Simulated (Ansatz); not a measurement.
# Sn wire along [111], 38 atoms a period, H-terminated: bands by functional, part 2 of 2

Aim: is the Sn wire along [111], 38 atoms a period, H-terminated a metal or a semiconductor?

Ansatz 0.2.0; DFT PBE, plane waves, PAW; relaxation of a wire's period; PAW set soft_1 (the session's first sound run).

So far. Step 2 (The relaxed wire): The cell's length comes to 11.531 Å with spin left out.

**3. Bands of the perfect wire**

This step: DFT PBE, plane waves, PAW; bands of a perfect wire; PAW set soft_1 (Ansatz 0.2.0).

At the relaxed period the bands are computed along the axis; those that cross an energy going forward count the channels that a perfect wire would open there.

input.yaml reads:

```yaml
crystal:
  lattice:
    - [19.062, 0.0, 0.0]
    - [0.0, 20.959, 0.0]
    - [0.0, 0.0, 11.5310475445]
  atoms:
    - { symbol: Sn, position: [0.255946993, 0.628155882, 0.001073652] }
    - { symbol: Sn, position: [0.377368009, 0.435599725, 0.00029925] }
    - { symbol: Sn, position: [0.5, 0.628789962, 0.000293975] }
    - { symbol: Sn, position: [0.256158564, 0.628044617, 0.247251474] }
    - { symbol: Sn, position: [0.37758019, 0.435716887, 0.249633848] }
    - { symbol: Sn, position: [0.5, 0.243912954, 0.247260345] }
    - { symbol: Sn, position: [0.5, 0.628565952, 0.249630429] }
    - { symbol: Sn, position: [0.62241981, 0.435716887, 0.249633848] }
    - { symbol: Sn, position: [0.743841436, 0.628044617, 0.247251474] }
    - { symbol: H, position: [0.180815252, 0.409067337, 0.285644214] }
    - { symbol: H, position: [0.25383388, 0.294057022, 0.285629213] }
    - { symbol: H, position: [0.42699003, 0.796867074, 0.285604805] }
    - { symbol: H, position: [0.57300997, 0.796867074, 0.285604805] }
    - { symbol: H, position: [0.74616612, 0.294057022, 0.285629213] }
    - { symbol: H, position: [0.819184748, 0.409067337, 0.285644214] }
    - { symbol: H, position: [0.180815252, 0.590932663, 0.297689119] }
    - { symbol: H, position: [0.25383388, 0.705942978, 0.29770412] }
    - { symbol: H, position: [0.42699003, 0.203132926, 0.297728529] }
    - { symbol: H, position: [0.57300997, 0.203132926, 0.297728529] }
    - { symbol: H, position: [0.74616612, 0.705942978, 0.29770412] }
    - { symbol: H, position: [0.819184748, 0.590932663, 0.297689119] }
    - { symbol: Sn, position: [0.256158564, 0.371955383, 0.336081859] }
    - { symbol: Sn, position: [0.37758019, 0.564283113, 0.333699485] }
    - { symbol: Sn, position: [0.5, 0.371434048, 0.333702905] }
    - { symbol: Sn, position: [0.5, 0.756087046, 0.336072989] }
    - { symbol: Sn, position: [0.62241981, 0.564283113, 0.333699485] }
    - { symbol: Sn, position: [0.743841436, 0.371955383, 0.336081859] }
    - { symbol: Sn, position: [0.255946993, 0.371844118, 0.582259681] }
    - { symbol: Sn, position: [0.377368009, 0.564400275, 0.583034083] }
    - { symbol: Sn, position: [0.5, 0.371210038, 0.583039358] }
    - { symbol: Sn, position: [0.5, 0.756322383, 0.582254406] }
    - { symbol: Sn, position: [0.622631991, 0.564400275, 0.583034083] }
    - { symbol: Sn, position: [0.744053007, 0.371844118, 0.582259681] }
    - { symbol: H, position: [0.181821433, 0.537950528, 0.619044757] }
    - { symbol: H, position: [0.304762955, 0.731634099, 0.619023537] }
    - { symbol: H, position: [0.377061154, 0.230406779, 0.619018893] }
    - { symbol: H, position: [0.622938846, 0.230406779, 0.619018893] }
    - { symbol: H, position: [0.695237045, 0.731634099, 0.619023537] }
    - { symbol: H, position: [0.818178567, 0.537950528, 0.619044757] }
    - { symbol: H, position: [0.181323107, 0.332675029, 0.63295083] }
    - { symbol: H, position: [0.5, 0.834679472, 0.63295698] }
    - { symbol: H, position: [0.818676893, 0.332675029, 0.63295083] }
    - { symbol: Sn, position: [0.25668062, 0.498786844, 0.668326139] }
    - { symbol: Sn, position: [0.377183472, 0.308945882, 0.668330687] }
    - { symbol: Sn, position: [0.37949149, 0.692269847, 0.668318604] }
    - { symbol: Sn, position: [0.5, 0.500001505, 0.666510447] }
    - { symbol: Sn, position: [0.62050851, 0.692269847, 0.668318604] }
    - { symbol: Sn, position: [0.622816528, 0.308945882, 0.668330687] }
    - { symbol: Sn, position: [0.74331938, 0.498786844, 0.668326139] }
    - { symbol: Sn, position: [0.25668062, 0.501213156, 0.915007194] }
    - { symbol: Sn, position: [0.37949149, 0.307730153, 0.915014729] }
    - { symbol: Sn, position: [0.377183472, 0.691054118, 0.915002647] }
    - { symbol: Sn, position: [0.5, 0.499998495, 0.916822887] }
    - { symbol: Sn, position: [0.622816528, 0.691054118, 0.915002647] }
    - { symbol: Sn, position: [0.62050851, 0.307730153, 0.915014729] }
    - { symbol: Sn, position: [0.74331938, 0.501213156, 0.915007194] }
    - { symbol: H, position: [0.181323107, 0.667324971, 0.950382503] }
    - { symbol: H, position: [0.5, 0.165320528, 0.950376353] }
    - { symbol: H, position: [0.818676893, 0.667324971, 0.950382503] }
    - { symbol: H, position: [0.181821433, 0.462049472, 0.964288576] }
    - { symbol: H, position: [0.304762955, 0.268365901, 0.964309796] }
    - { symbol: H, position: [0.377061154, 0.769593221, 0.96431444] }
    - { symbol: H, position: [0.622938846, 0.769593221, 0.96431444] }
    - { symbol: H, position: [0.695237045, 0.268365901, 0.964309796] }
    - { symbol: H, position: [0.818178567, 0.462049472, 0.964288576] }
    - { symbol: Sn, position: [0.5, 0.243677617, 0.001078928] }
    - { symbol: Sn, position: [0.622631991, 0.435599725, 0.00029925] }
    - { symbol: Sn, position: [0.744053007, 0.628155882, 0.001073652] }
kpoints:
  mp_grid: { grid: [1, 1, 7] }
  band_path: { path: ["Γ", Z], npoints: 90 }
scf:
  occupations: { method: fermi_dirac, width: 0.05 }
hamiltonian:
  xc: pbe
  pseudopotentials: { kind: paw, azcp: { folder: soft_1 } }
output:
  dos: { e_range: [-5, 4] }
  write_potential: true
  write_density: true
  volumetric_format: npy
```

Run with:

```bash
ansatz run input.yaml --threads 4 --pin off --max-ram 16384MiB --backend cpu --events-out ev --progress --plain --runs-dir out
```

Numbers of over 12 decimals in the logs are rounded to 6 here.

What it wrote:

```text
[...]
Crystal: 68 atoms, lattice volume = 4606.889 Å³
Basis set: ecut = 420 eV, 89919 PW (Γ)
Bands: 349, of which v1, the nominal top of the filled ones, is band 281 counted from 1 (280 counted from 0)
Symmetry: 4 space group operations
[...]
k-points: 4 of 7
[...]
SCF iter   1: F=—  HF=-229394.779923 eV  |F-HF|=—  |Δ(HF+E_count)|=         —  Δρ=2.56e-2  dr2=3.16e1  ethr=3.10e-3  ⟨swp⟩=6.8  Hψ=6363  notcnv=0  defer=84
[...]
SCF iter  11: F=-229386.017502 eV  HF=-229386.017502 eV  |F-HF|=3.49e-9  |Δ(HF+E_count)|=   1.01e-6  Δρ=7.83e-7  dr2=6.27e-8  ethr=1.78e-11  ⟨swp⟩=16.0  Hψ=7586  notcnv=0
SCF 1 converged in 11 iterations: F = -229386.017502 eV  dr2 = 6.27e-8
[...]
NSCF: frozen V_eff on 91 k-points
WARN: pass on a band path, mesh or list of k-points: the 91 k-points are solved 9 at a time at the most, because the 14.40 GiB of host memory that the pass is priced against does not hold them all with the solver's workspace as planned. The pass can take longer, above all where fewer k-points are solved at a time than the run has threads. As a rule a larger memory budget leaves room for more at once. The budget is what a run with no `--max-ram-frac` typed is planned for, 0.8 of the host's memory or its container's limit. More memory there lifts it, and so does a share over 0.88 that is typed (of such a share the budget is ten elevenths): [rest of the remark cut]
WARN: The output density's exchange-correlation potential varies sharply where the density is thin. Do not read a vacuum level from v_tot or v_xc, or from such a field of the output density. On a cell that repeats whose density bears no net charge and no dipole along the vacuum's axis use v_es (v_loc + v_h of the components); under efield.dipole_correction with no amplitude use v_es + v_field, which holds any externa [...]
SCF converged after 11 iterations
Free energy (F): -229386.017502 eV
[...]
Internal energy: -229386.017497 eV  (E = F + TS)
E sigma→0 (E₀):  -229386.017500 eV
Entropy (-TS):   -0.000005 eV (-0.000 meV/atom)
Fermi energy:    -0.809724 eV
[...]
--- Band table (eV) ---
  k-point 0: bands = [... 277 lower, -1.9944, -1.9275, -1.9273, -1.3725, -0.2419, 0.4087, 0.4101, 0.5830, ... 64 higher]
  k-point 1: bands = [... 277 lower, -2.1017, -1.8578, -1.8576, -1.5521, -0.1133, 0.2801, 0.2813, 0.5369, ... 64 higher]
  k-point 2: bands = [... 277 lower, -2.1255, -1.9366, -1.8526, -1.8525, 0.1134, 0.1440, 0.1450, 0.2663, ... 64 higher]
  k-point 3: bands = [... 277 lower, -2.0712, -2.0710, -1.9272, -1.9270, 0.0256, 0.1048, 0.1055, 0.4033, ... 64 higher]
```

Elapsed: 37 min, on 4 threads of Intel Xeon Platinum 8375C at 2.90GHz (Ice Lake), shared host; peak memory 11 GiB; 2.3 h of CPU time.

Reading the cycles: dr2 is the Hartree energy of the density residual (eV), the measure of convergence; HF is the Harris–Foulkes estimate of the energy, which meets the free energy F at convergence.

This step gave:

- band gap: 1.131 eV

The electronic bands at the labelled points (eV, zero at the Fermi level; v1 is the highest filled band, c1 the lowest empty one):

```
  point     v4     v3     v2     v1    c1    c2    c3    c4
      Γ  -1.18  -1.12  -1.12  -0.56  0.57  1.22  1.22  1.39
halfway  -1.31  -1.03  -1.03  -1.02  0.87  0.98  0.98  1.13
      Z  -1.24  -1.24  -1.14  -1.14  0.81  0.91  0.91  1.26
```

The gap is 1.13 eV, with spin left out.

On this path the gap is direct, 1.13 eV, with the valence top at Γ and the conduction bottom at Γ.

**4. Another level of theory, cutoff 500 eV, k-mesh 1×1×6**

This step: DFT r2SCAN, plane waves, PAW; bands of a perfect wire at the PBE geometry; PAW set soft_1 (Ansatz 0.2.0).

The atoms stay at the PBE geometry and the functional changes. r2SCAN also reads the kinetic-energy density; it often gives larger moments and wider gaps than PBE, at a higher cost. Against the first PBE run of this kind, the cutoff is 500 eV against 420 and the mesh along the wire has 6 points against 7.

Edit input.yaml of step 3 so:

```diff
@@ -75,3 +75,3 @@
 kpoints:
-  mp_grid: { grid: [1, 1, 7] }
+  mp_grid: { grid: [1, 1, 6] }
   band_path: { path: ["Γ", Z], npoints: 90 }
@@ -80,8 +80,3 @@
 hamiltonian:
-  xc: pbe
+  xc: r2scan
   pseudopotentials: { kind: paw, azcp: { folder: soft_1 } }
-output:
-  dos: { e_range: [-5, 4] }
-  write_potential: true
-  write_density: true
-  volumetric_format: npy
```

What it wrote:

```text
[...]
Crystal: 68 atoms, lattice volume = 4606.889 Å³
Basis set: ecut = 500 eV, 116899 PW (Γ), exchange–correlation on 576×640×360 points (64 copies of the dense FFT grid, shifted against one another)
Bands: 349, of which v1, the nominal top of the filled ones, is band 281 counted from 1 (280 counted from 0)
Symmetry: 4 space group operations
[...]
k-points: 4 of 6
[...]
SCF iter   1: F=—  HF=-229940.110600 eV  |F-HF|=—  |Δ(HF+E_count)|=         —  Δρ=2.45e-2  dr2=2.83e1  dr2_τ=2.29e-1  ethr=3.10e-3  ⟨swp⟩=7.0  Hψ=5667  notcnv=0  defer=74
[...]
SCF iter  11: F=-229935.380172 eV  HF=-229935.380172 eV  |F-HF|=8.41e-8  |Δ(HF+E_count)|=   1.48e-6  Δρ=7.80e-7  dr2=6.30e-8  dr2_τ=1.25e-9  ethr=1.78e-11  ⟨swp⟩=18.2  Hψ=7478  notcnv=0
SCF 1 converged in 11 iterations: F = -229935.380172 eV  dr2 = 6.30e-8
[...]
SCF converged after 11 iterations
Free energy (F): -229935.380172 eV
[...]
Internal energy: -229935.380171 eV  (E = F + TS)
E sigma→0 (E₀):  -229935.380172 eV
Entropy (-TS):   -0.000000 eV (-0.000 meV/atom)
Fermi energy:    -0.814963 eV
[...]
--- Band table (eV) ---
  k-point 0: bands = [... 277 lower, -2.1756, -2.1092, -2.1090, -1.5267, -0.0980, 0.5286, 0.5295, 0.6546, ... 64 higher]
  k-point 1: bands = [... 277 lower, -2.3049, -2.0314, -2.0312, -1.7615, 0.0547, 0.3625, 0.3632, 0.5991, ... 64 higher]
  k-point 2: bands = [... 277 lower, -2.3247, -2.2489, -2.0575, -2.0574, 0.2108, 0.2217, 0.2222, 0.4069, ... 64 higher]
  k-point 3: bands = [... 277 lower, -2.2446, -2.2444, -2.1411, -2.1409, 0.1025, 0.1983, 0.1987, 0.5628, ... 64 higher]
```

Run time: 67 min. Hardware: 4 threads; peak memory 14 GiB.

This step gave:

* band gap: 1.429 eV

Electronic bands along the path, in eV, zero at the Fermi level; v1 is the highest filled band, c1 the lowest empty one:

| point | v4 | v3 | v2 | v1 | c1 | c2 | c3 | c4 |
| --- | --- | --- | --- | --- | --- | --- | --- | --- |
| Γ | -1.36 | -1.29 | -1.29 | -0.71 | 0.72 | 1.34 | 1.34 | 1.47 |
| halfway | -1.51 | -1.21 | -1.21 | -1.18 | 1.00 | 1.09 | 1.09 | 1.25 |
| Z | -1.43 | -1.43 | -1.33 | -1.33 | 0.92 | 1.01 | 1.01 | 1.38 |

The gap is 1.43 eV, against 1.13 eV under PBE at the relaxed period.

**5. Summary of results**

| Item | Value |
| --- | --- |
| cell length, PBE | 11.53 Å |
| gap, PBE | 1.13 eV |
| gap, r2SCAN | 1.43 eV |

In words: Under PBE the cell's length is 11.53 Å, and a gap of 1.13 eV makes it a semiconductor. At the relaxed period the wire is gapped under every functional, from 1.13 eV (PBE) to 1.43 eV (r2SCAN). Weak screening in one dimension makes quasiparticle gaps larger than the semilocal gaps, as a rule.

[Logs are printed without paths, hosts, clocks, repeated set-up lines and the standing remarks that a program may print on its own settings, such as how far it seeks lower states.]

[Hosts, paths, dates, database ids (printed as entryN), source tags and the programs' standing remarks are cut or masked in the printed files.]
